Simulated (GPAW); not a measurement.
Consider NaPdO2 (C2/m).

```
Pd Na O
1.0
     2.98283   -1.54422    0.00000
     2.98283    1.54422    0.00000
    -2.30158    0.00000    5.26945
Pd Na O
1 1 2
Cartesian
  0.0000 0.0000 0.0000
  1.8320 0.0000 2.6347
  -0.1179 0.0000 4.1562
  3.7820 0.0000 1.1133
```

Absorber: atom 2, with 4 O at 2.40 Å and 2 O at 2.47 Å (distorted octahedral, site symmetry 2/m). Method: GPAW, LDA, excited-electron core hole (neutral cell), 12-atom cell with 5.5 Å between holes, 7×7×6 k points, dipole transitions, Gaussian full width 0.9 eV up to 4 eV, rising linearly to 3.5 eV at 25 eV.

**Question.** Predict the near-edge structure at the Na K edge.

Main maxima up to 24 eV above the zero (height): 0.8 eV (0.27), 5.5 eV (2.28), 9.7 eV (1.87), 12.9 eV (1.67) and 21.9 eV (0.64). A K edge sees empty p states on the absorber. The total-energy difference is 1074.48 eV. One term is added: -11.92 eV, since the hole is spin-paired here and a spin-polarised one costs that much less in the free atom (computed apart). The photon energy is then 1062.56 eV. The tabulated edge of the element is 1070.8 eV. The functional leaves an error in such absolute values: in the free atom LDA prices this hole 5.9 eV below PBE (computed apart), and PBE is itself good to a few eV.

The Na K spectrum (energy from the lowest empty level; intensity scaled to a mean of 1 over the first 20 eV; polarised curves are means over the symmetry-equivalent atoms):

| E (eV) | isotropic | ε ∥ x | ε ∥ y | ε ∥ z |
| --- | --- | --- | --- | --- |
| -2.00 | 0.00 | 0.00 | 0.00 | 0.00 |
| -1.25 | 0.00 | 0.00 | 0.00 | 0.00 |
| -0.50 | 0.01 | 0.02 | 0.01 | 0.01 |
| 0.25 | 0.15 | 0.12 | 0.17 | 0.15 |
| 1.00 | 0.24 | 0.14 | 0.34 | 0.25 |
| 1.75 | 0.04 | 0.02 | 0.05 | 0.03 |
| 2.50 | 0.04 | 0.04 | 0.04 | 0.04 |
| 3.25 | 0.08 | 0.09 | 0.08 | 0.07 |
| 4.00 | 0.26 | 0.23 | 0.39 | 0.17 |
| 4.75 | 1.46 | 1.61 | 2.01 | 0.75 |
| 5.50 | 2.28 | 2.62 | 2.81 | 1.42 |
| 6.25 | 1.80 | 1.73 | 1.89 | 1.80 |
| 7.00 | 0.94 | 0.85 | 0.76 | 1.22 |
| 7.75 | 0.98 | 1.09 | 0.92 | 0.91 |
| 8.50 | 1.43 | 1.45 | 1.31 | 1.52 |
| 9.25 | 1.81 | 1.54 | 1.35 | 2.54 |
| 10.00 | 1.84 | 1.55 | 1.26 | 2.70 |
| 10.75 | 1.59 | 1.64 | 1.17 | 1.97 |
| 11.50 | 1.48 | 1.88 | 1.21 | 1.35 |
| 12.25 | 1.60 | 1.99 | 1.44 | 1.38 |
| 13.00 | 1.66 | 1.67 | 1.62 | 1.69 |
| 13.75 | 1.54 | 1.19 | 1.56 | 1.86 |
| 14.50 | 1.28 | 0.87 | 1.38 | 1.59 |
| 15.25 | 0.95 | 0.70 | 1.14 | 1.00 |
| 16.00 | 0.68 | 0.61 | 0.86 | 0.57 |
| 16.75 | 0.54 | 0.56 | 0.65 | 0.42 |
| 17.50 | 0.50 | 0.56 | 0.53 | 0.40 |
| 18.25 | 0.49 | 0.60 | 0.47 | 0.40 |
| 19.00 | 0.50 | 0.67 | 0.45 | 0.38 |
| 19.75 | 0.53 | 0.74 | 0.49 | 0.36 |
| 20.50 | 0.58 | 0.77 | 0.61 | 0.34 |
| 21.25 | 0.62 | 0.75 | 0.76 | 0.35 |
| 22.00 | 0.64 | 0.68 | 0.87 | 0.36 |
| 22.75 | 0.61 | 0.57 | 0.90 | 0.36 |
| 23.50 | 0.56 | 0.47 | 0.85 | 0.37 |
| 24.25 | 0.51 | 0.39 | 0.76 | 0.38 |
| 25.00 | 0.47 | 0.34 | 0.66 | 0.40 |
| 25.75 | 0.43 | 0.31 | 0.56 | 0.43 |
| 26.50 | 0.41 | 0.29 | 0.46 | 0.46 |
| 27.25 | 0.39 | 0.28 | 0.39 | 0.50 |
| 28.00 | 0.39 | 0.29 | 0.34 | 0.55 |
| 28.75 | 0.41 | 0.32 | 0.31 | 0.60 |
| 29.50 | 0.44 | 0.36 | 0.30 | 0.65 |
| 30.25 | 0.47 | 0.40 | 0.30 | 0.70 |
| 31.00 | 0.50 | 0.46 | 0.31 | 0.72 |
| 31.75 | 0.52 | 0.50 | 0.33 | 0.73 |

The primitive cell holds an odd number of electrons, so a spin-paired run has to come out metallic; that is right for a metal, but some such compounds are magnetic or distorted insulators. The holes are only 5.5 Å apart, so the shape is probably not converged with cell size; no larger cell was run here. The structure is a computed Materials Project entry and may be a hypothetical form.

[Banner, clock and machine lines of the logs are left out without a mark of their own.]

[Logs are printed without paths, hosts, clocks, repeated set-up lines and the standing remarks that a program may print on its own settings, such as how far it seeks lower states.]

[Hosts, paths, dates, database ids (printed as entryN), source tags and the programs' standing remarks are cut or masked in the printed files.]

[Lists of maxima count a maximum above −3 eV only where it reaches 4 % of the highest in the window and stands out from its surroundings by 2 % of it (1.5 % where it reaches 55 %); shoulders and weaker maxima are passed over, and of the rest the first, up to two pre-edge ones and the few strongest are named.]
